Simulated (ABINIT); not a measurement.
# LuBi2O4Cl (P4/mmm): bands and cutoff in G0W0 with ABINIT

What does each rung of G0W0 on LuBi2O4Cl (P4/mmm) cost, and what does it buy?

Program: ABINIT 10.8.3. Level of theory: PBEsol and many-body steps on it, plane waves. Results are calculated unless marked as measured.

### Step 1. The starting structure

The structure is tetragonal, space group P4/mmm (No. 123). The conventional cell has a = 3.823 Å, b = 3.823 Å, c = 8.856 Å, α = 90.00°, β = 90.00°, γ = 90.00°. Lu has 8 O at 2.34 Å nearest. Nearest to Bi lie 4 O at 2.23 Å. Cl has 8 Bi at 3.33 Å nearest. Nearest to O lie 2 Bi at 2.23 Å and 2 Lu at 2.34 Å. Farther neighbours and most contacts between anions are not listed.

The cell and positions come from the Crystallography Open Database and are kept as given unless a step says otherwise. Spin-orbit coupling is left out unless a step names it.

### Step 2. Empty states on the mesh, 4×4×2 mesh, 235 bands

This step: ABINIT 10.8.3; DFT, PBEsol, plane waves, norm-conserving pseudopotentials.

The sums over transitions need many empty states on a uniform mesh; this step solves for them.

Input file run.abi:

```
acell 3*1.0 Angstrom
rprim 
  3.823200000000 0.000000000000 0.000000000000
  0.000000000000 3.823200000000 0.000000000000
  0.000000000000 0.000000000000 8.856000000000
ntypat 4
znucl 71 83 17 8
natom 8
typat 1 2 2 3 4 4 4 4
xred 
  0.000000000000 0.000000000000 0.000000000000
  0.500000000000 0.500000000000 0.719300000000
  0.500000000000 0.500000000000 0.280700000000
  0.000000000000 0.000000000000 0.500000000000
  0.500000000000 0.000000000000 0.848000000000
  0.000000000000 0.500000000000 0.848000000000
  0.500000000000 0.000000000000 0.152000000000
  0.000000000000 0.500000000000 0.152000000000
pp_dirpath "pseudos"
pseudos "Lu.upf, Bi.upf, Cl.upf, O.upf"
ecut 46
ngkpt 4 4 2
nshiftk 1
shiftk 0 0 0
kptopt 1
chksymbreak 0
iscf -2
irdden 1
istwfk *1
nband 235
nbdbuf 20
tolwfr 1e-09
nstep 60
prtvol 0
indata_prefix "in"
outdata_prefix "out"
tmpdata_prefix "tmp"
```

Command:

```sh
> OMP_NUM_THREADS=1 mpirun -n 8 abinit run.abi > log
```

Numbers of over 12 decimals in the logs are rounded to 6 here.

The log of the run:

```text
.Version 10.8.3 of ABINIT. v10.8.2 released Aug 2026.

 Symmetries : space group P4/m m m (#123); Bravais tP (primitive tetrag.)
[... echo of the input left out ...]
== DATASET  1 ==================================================================
-   mpi_nproc: 8, omp_nthreads: 1 (-1 if OMP is not activated)
-    --> not optimal distribution: autoparal keyword recommended in input file <--

--- !DatasetInfo
iteration_state: {dtset: 1, }
dimensions: {natom: 8, nkpt: 12, mband: 235, nsppol: 1, nspinor: 1, nspden: 1, mpw: 13080, }
cutoff_energies: {ecut:  46.0, pawecutdg:  -1.0, }
[...]
2.51117    2.51351    2.52863    2.53930    2.53930    2.58011    2.58910    2.61211
   2.61211    2.61372    2.61372    2.64823    2.65004    2.65106    2.65868    2.67898
   2.70837    2.70910    2.71118
 prteigrs : prtvol=0 or 1, do not print more k-points.

== END DATASET(S) ==============================================================
================================================================================

 -outvars: echo values of variables after computation  --------
            nband         235
             nkpt          12
          spgroup         123
 [... the other variables as echoed above ...]

 Calculation completed.
```

The job ended after 10 min (8 MPI ranks of Arm Neoverse N1, shared host; peak memory 1.3 GiB; 81 min of CPU time).

This step gave:

| Property | Result |
| --- | --- |
| gap | 1.089 eV |
| k of the valence top | 0.5, 0.5, 0 |
| k of the conduction bottom | 0, 0, 0 |
| least direct gap | 1.474 eV |
| k points computed | 12 |
| lowest point of the top converged band, above the valence top | 62.1187 eV |

On this mesh the gap is 1.089 eV.

The density comes from a self-consistent run that is not shown.

### Step 3. Screening, 4×4×2 mesh, 64 bands, screening to 51.7 eV

The RPA dielectric matrix is built and inverted for each q.

This step: RPA screening on PBEsol, plane waves, norm-conserving pseudopotentials.

Edit run.abi of step 2 so:

```diff
@@ -26,10 +26,11 @@
 chksymbreak 0
-iscf -2
-irdden 1
 istwfk *1
-nband 235
-nbdbuf 20
-tolwfr 1e-09
-nstep 60
-prtvol 0
+occopt 1
+irdwfk 1
+optdriver 3
+nband 64
+ecuteps 1.9
+inclvkb 2
+awtr 1
+symchi 1
 indata_prefix "in"
```

The log of the run:

```text
.Version 10.8.3 of ABINIT. v10.8.2 released Aug 2026.

 Symmetries : space group P4/m m m (#123); Bravais tP (primitive tetrag.)
[... echo of the input left out ...]
== DATASET  1 ==================================================================
-   mpi_nproc: 8, omp_nthreads: 1 (-1 if OMP is not activated)

--- !DatasetInfo
iteration_state: {dtset: 1, }
dimensions: {natom: 8, nkpt: 12, mband: 64, nsppol: 1, nspinor: 1, nspden: 1, mpw: 13080, }
cutoff_energies: {ecut:  46.0, pawecutdg:  -1.0, }
electrons: {nelect:   8.60000000E+01, charge:   0.00000000E+00, occopt:   1.00000000E+00, tsmear:   1.00000000E-02, }

 SCREENING: Calculation of the susceptibility and dielectric matrices

 Based on a program developped by R.W. Godby, V. Olevano, G. Onida, and L. Reining.
 Incorporated in ABINIT by V. Olevano, G.-M. Rignanese, and M. Torrent.
.Using double precision arithmetic ; gwpc =  8

[... cell and pseudopotentials left out ...]
--------------------------------------------------------------------------------

 ==== K-mesh for the wavefunctions ====
 Number of points in the irreducible wedge :    12
[... list of points left out ...]
 Together with 16 symmetry operations and time-reversal symmetry
 yields    32 points in the full Brillouin Zone.

 ==== Q-mesh for the screening function ====
 Number of points in the irreducible wedge :    12
[... list of points left out ...]
 Together with 16 symmetry operations and time-reversal symmetry
 yields    32 points in the full Brillouin Zone.

 setmesh: FFT mesh size selected  =    27x   27x   64
          total number of points  =        46656

 vcoul_init : cutoff-mode = AUXILIARY_FUNCTION
 q-points for optical limit:   1
     1)      0.000010    0.000020    0.000030

- screening: taking advantage of time-reversal symmetry
- Maximum band index for partially occupied states nbvw = 43
- Remaining bands to be divided among processors   nbcw = 21
- Number of bands treated by each node ~2

 Number of electrons calculated from density =   86.0000; Expected =   86.0000
 average of density, n =  0.098449
 r_s =    1.3435
 omega_plasma =   30.2664 [eV]

 calculating chi0 at frequencies [eV] :
  1    0.000000E+00    0.000000E+00
  2    0.000000E+00    3.026640E+01

--------------------------------------------------------------------------------
  q-point number  1        q = ( 0.000000, 0.000000, 0.000000) [r.l.u.]
--------------------------------------------------------------------------------
[... chi0 elements left out ...]
 For q-point:  0.000010 0.000020 0.000030
  dielectric constant =   5.8187
  dielectric constant without local fields =   6.3494

  Average fulfillment of the sum rule on Im[epsilon] for q-point    1 :     23.70  [%]
[... wings left out ...]
  q-point number  2        q = ( 0.250000, 0.000000, 0.000000) [r.l.u.]
--------------------------------------------------------------------------------
[... chi0 elements left out ...]
  Average fulfillment of the sum rule on Im[epsilon] for q-point    2 :     29.67  [%]

 [... 10 further q-points ...]
```

Elapsed: 84 s, on 8 MPI ranks; peak memory 5.6 GiB; 11 min of CPU time.

This step gave:

- ε∞ with local fields, on this mesh, along the program's q direction: 5.819
- the same without local fields: 6.349
- plasma frequency: 30.27 eV
- plane waves in the screening matrix: 111

Local fields lower ε∞ by 8 %. On a Γ-centred mesh this coarse the value itself is usually too large, while a short band sum pulls it down.

### Step 4. 64 bands, 51.7 eV

The self-energy is evaluated for the states that the input lists, and the levels follow from it, in one-shot runs by the linearised quasiparticle equation.

This step: G0W0 on PBEsol, plane waves, norm-conserving pseudopotentials.

Edit run.abi of step 3 so:

```diff
@@ -29,8 +29,17 @@
 irdwfk 1
-optdriver 3
+optdriver 4
 nband 64
+gwcalctyp 0
+ecutsigx 46
+symsigma 1
+nkptgw 2
+kptgw 
+  0.5000000000 0.5000000000 0.0000000000
+  0.0000000000 0.0000000000 0.0000000000
+bdgw 
+  42 45
+  41 45
 ecuteps 1.9
-inclvkb 2
-awtr 1
-symchi 1
+irdscr 1
+ppmodel 1
 indata_prefix "in"
```

The log of the run:

```text
.Version 10.8.3 of ABINIT. v10.8.2 released Aug 2026.

 Symmetries : space group P4/m m m (#123); Bravais tP (primitive tetrag.)
[... echo of the input left out ...]
== DATASET  1 ==================================================================
-   mpi_nproc: 8, omp_nthreads: 1 (-1 if OMP is not activated)

--- !DatasetInfo
iteration_state: {dtset: 1, }
dimensions: {natom: 8, nkpt: 12, mband: 64, nsppol: 1, nspinor: 1, nspden: 1, mpw: 13080, }
cutoff_energies: {ecut:  46.0, pawecutdg:  -1.0, }
electrons: {nelect:   8.60000000E+01, charge:   0.00000000E+00, occopt:   1.00000000E+00, tsmear:   1.00000000E-02, }

 SIGMA: Calculation of the GW corrections

 Based on a program developped by R.W. Godby, V. Olevano, G. Onida, and L. Reining.
 Incorporated in ABINIT by V. Olevano, G.-M. Rignanese, and M. Torrent.
.Using double precision arithmetic ; gwpc =  8

[... cell and pseudopotentials left out ...]
--------------------------------------------------------------------------------

 ==== K-mesh for the wavefunctions ====
 Number of points in the irreducible wedge :    12
[... list of points left out ...]
 Together with 16 symmetry operations and time-reversal symmetry
 yields    32 points in the full Brillouin Zone.

 ==== Q-mesh for screening function ====
 Number of points in the irreducible wedge :    12
[... list of points left out ...]
 Together with 16 symmetry operations and time-reversal symmetry
 yields    32 points in the full Brillouin Zone.

 vcoul_init : cutoff-mode = AUXILIARY_FUNCTION
 q-points for optical limit:   1
     1)      0.000010    0.000020    0.000030
 setmesh: FFT mesh size selected  =    45x   45x  108
          total number of points  =       218700

 Number of electrons calculated from density =   86.0000; Expected =   86.0000
 average of density, n =  0.098449
 r_s =    1.3435
 omega_plasma =   30.2664 [eV]

 === KS Band Gaps ===
  >>>> For spin  1
   Minimum direct gap =   1.4738 [eV], located at k-point      :   0.0000  0.0000  0.0000
   Fundamental gap    =   1.0891 [eV], Top of valence bands at :   0.5000  0.5000  0.0000
                                       Bottom of conduction at :   0.0000  0.0000  0.0000
 SIGMA fundamental parameters:
 PLASMON POLE MODEL  1
 number of plane-waves for SigmaX                12987
 number of plane-waves for SigmaC and W            111
 number of plane-waves for wavefunctions         12987
 number of bands                                    64
 number of independent spin polarizations            1
 number of spinorial components                      1
 number of k-points in IBZ                          12
 number of q-points in IBZ                          12
 number of symmetry operations                      16
 number of k-points in BZ                           32
 number of q-points in BZ                           32
 number of frequencies for dSigma/dE                 9
 frequency step for dSigma/dE [eV]                0.25
 number of omega for Sigma on real axis              0
 max omega for Sigma on real axis  [eV]           0.00
 zcut for avoiding poles [eV]                     0.10

 EPSILON^-1 parameters (SCR file):
 dimension of the eps^-1 matrix on file            111
 dimension of the eps^-1 matrix used               111
 number of plane-waves for wavefunctions         12987
 number of bands                                    64
 number of q-points in IBZ                          12
 number of frequencies                               2
 number of real frequencies                          1
 number of imag frequencies                          1

 matrix elements of self-energy operator (all in [eV])

 Perturbative Calculation

--- !SelfEnergy_ee
iteration_state: {dtset: 1, }
kpoint     : [   0.500,    0.500,    0.000, ]
spin       : 1
KS_gap     :    3.651
QP_gap     :    4.678
Delta_QP_KS:    1.027
data: !SigmaeeData |
     Band     E0 <VxcDFT>   SigX SigC(E0)      Z dSigC/dE  Sig(E)    E-E0       E
       42   4.544 -20.267 -24.608   4.769   0.765  -0.308 -19.939   0.328   4.871
       43   5.369 -22.597 -27.351   5.306   0.768  -0.302 -22.173   0.424   5.793
       44   9.020 -13.637 -10.026  -1.862   0.829  -0.206 -12.187   1.451  10.470
       45   9.020 -13.637 -10.026  -1.862   0.829  -0.206 -12.187   1.451  10.470

--- !SelfEnergy_ee
iteration_state: {dtset: 1, }
kpoint     : [   0.000,    0.000,    0.000, ]
spin       : 1
KS_gap     :    1.474
QP_gap     :    2.134
Delta_QP_KS:    0.660
data: !SigmaeeData |
     Band     E0 <VxcDFT>   SigX SigC(E0)      Z dSigC/dE  Sig(E)    E-E0       E
       41   4.581 -21.759 -26.667   5.299   0.764  -0.309 -21.460   0.298   4.879
       42   4.581 -21.759 -26.667   5.299   0.764  -0.309 -21.460   0.298   4.879
       43   4.985 -19.901 -23.631   4.132   0.781  -0.281 -19.587   0.314   5.299
       44   6.458 -11.579  -8.544  -1.883   0.846  -0.182 -10.604   0.974   7.433
       45   9.198 -12.684  -9.281  -1.916   0.842  -0.188 -11.433   1.251  10.449

== END DATASET(S) ==============================================================
================================================================================

 -outvars: echo values of variables after computation  --------
           etotal      0.0000000000E+00
            nband          64
             nkpt          12
          spgroup         123
 [... the other variables as echoed above ...]

 Calculation completed.
```

Run time: 18 s. Hardware: 8 MPI ranks; peak memory 3.5 GiB; 2.3 min of CPU time.

This step gave:

| Property | Result |
| --- | --- |
| G0W0 gap on the points computed | 1.640 eV |
| starting gap on the mesh | 1.089 eV |
| k of the valence top | 0.5, 0.5, 0 |
| k of the conduction bottom | 0, 0, 0 |
| Z at the valence top | 0.768 |
| Z at the conduction bottom | 0.846 |
| least direct G0W0 gap on the computed points | 2.134 eV |

The gap on the mesh goes from 1.09 eV to 1.64 eV, a correction of +0.55 eV.

### Step 5. Screening, 4×4×2 mesh, 113 bands, screening to 98 eV

This step: RPA screening on PBEsol, plane waves, norm-conserving pseudopotentials.

Edit run.abi of step 4 so:

```diff
@@ -29,17 +29,8 @@
 irdwfk 1
-optdriver 4
-nband 64
-gwcalctyp 0
-ecutsigx 46
-symsigma 1
-nkptgw 2
-kptgw 
-  0.5000000000 0.5000000000 0.0000000000
-  0.0000000000 0.0000000000 0.0000000000
-bdgw 
-  42 45
-  41 45
-ecuteps 1.9
-irdscr 1
-ppmodel 1
+optdriver 3
+nband 113
+ecuteps 3.6
+inclvkb 2
+awtr 1
+symchi 1
 indata_prefix "in"
```

The log of the run:

```text
.Version 10.8.3 of ABINIT. v10.8.2 released Aug 2026.

 Symmetries : space group P4/m m m (#123); Bravais tP (primitive tetrag.)
[... echo of the input left out ...]
== DATASET  1 ==================================================================
-   mpi_nproc: 8, omp_nthreads: 1 (-1 if OMP is not activated)

--- !DatasetInfo
iteration_state: {dtset: 1, }
dimensions: {natom: 8, nkpt: 12, mband: 113, nsppol: 1, nspinor: 1, nspden: 1, mpw: 13080, }
cutoff_energies: {ecut:  46.0, pawecutdg:  -1.0, }
electrons: {nelect:   8.60000000E+01, charge:   0.00000000E+00, occopt:   1.00000000E+00, tsmear:   1.00000000E-02, }

 SCREENING: Calculation of the susceptibility and dielectric matrices

 Based on a program developped by R.W. Godby, V. Olevano, G. Onida, and L. Reining.
 Incorporated in ABINIT by V. Olevano, G.-M. Rignanese, and M. Torrent.
.Using double precision arithmetic ; gwpc =  8

[... cell and pseudopotentials left out ...]
--------------------------------------------------------------------------------

 ==== K-mesh for the wavefunctions ====
 Number of points in the irreducible wedge :    12
[... list of points left out ...]
 Together with 16 symmetry operations and time-reversal symmetry
 yields    32 points in the full Brillouin Zone.

 ==== Q-mesh for the screening function ====
 Number of points in the irreducible wedge :    12
[... list of points left out ...]
 Together with 16 symmetry operations and time-reversal symmetry
 yields    32 points in the full Brillouin Zone.

 setmesh: FFT mesh size selected  =    30x   30x   72
          total number of points  =        64800

 vcoul_init : cutoff-mode = AUXILIARY_FUNCTION
 q-points for optical limit:   1
     1)      0.000010    0.000020    0.000030

- screening: taking advantage of time-reversal symmetry
- Maximum band index for partially occupied states nbvw = 43
- Remaining bands to be divided among processors   nbcw = 70
- Number of bands treated by each node ~8

 Number of electrons calculated from density =   86.0000; Expected =   86.0000
 average of density, n =  0.098449
 r_s =    1.3435
 omega_plasma =   30.2664 [eV]

 calculating chi0 at frequencies [eV] :
  1    0.000000E+00    0.000000E+00
  2    0.000000E+00    3.026640E+01

--------------------------------------------------------------------------------
  q-point number  1        q = ( 0.000000, 0.000000, 0.000000) [r.l.u.]
--------------------------------------------------------------------------------
[... chi0 elements left out ...]
 For q-point:  0.000010 0.000020 0.000030
  dielectric constant =   5.9214
  dielectric constant without local fields =   6.6577

  Average fulfillment of the sum rule on Im[epsilon] for q-point    1 :     45.26  [%]
[... wings left out ...]
  q-point number  2        q = ( 0.250000, 0.000000, 0.000000) [r.l.u.]
--------------------------------------------------------------------------------
[... chi0 elements left out ...]
  Average fulfillment of the sum rule on Im[epsilon] for q-point    2 :     52.62  [%]

 [... 10 further q-points ...]
```

It took 5.2 min on 8 MPI ranks; peak memory 7.9 GiB; 41 min of CPU time.

Numbers from this step:

```yaml
eps_infinity_with_local_fields_on_this_mesh_along_the_program_s_q_direction: 5.921
the_same_without_local_fields: 6.658
plasma_frequency: 30.27 eV
plane_waves_in_the_screening_matrix: 267
```

(Continued in part 2 of 2.)

[Paths, hosts, dates, memory and timing lines, banners, echoed tables and standing remarks are left out of the program output.]

[Logs are printed without paths, hosts, clocks, repeated set-up lines and the standing remarks that a program may print on its own settings, such as how far it seeks lower states.]

[Runs of the session that timed out or met a known fault of the program may be left out.]

[Hosts, paths, dates, database ids (printed as entryN), source tags and the programs' standing remarks are cut or masked in the printed files.]

[G0W0 gaps are taken among the corrected bands and points alone; a level outside them can change the order at an edge.]

[Where Ansatz stands beside ABINIT at settings called matched, ABINIT's density can come from a denser mesh and the files from another edition; pairs whose starting gaps differed by over 0.03 eV were left out, so agreement reads better than it is.]
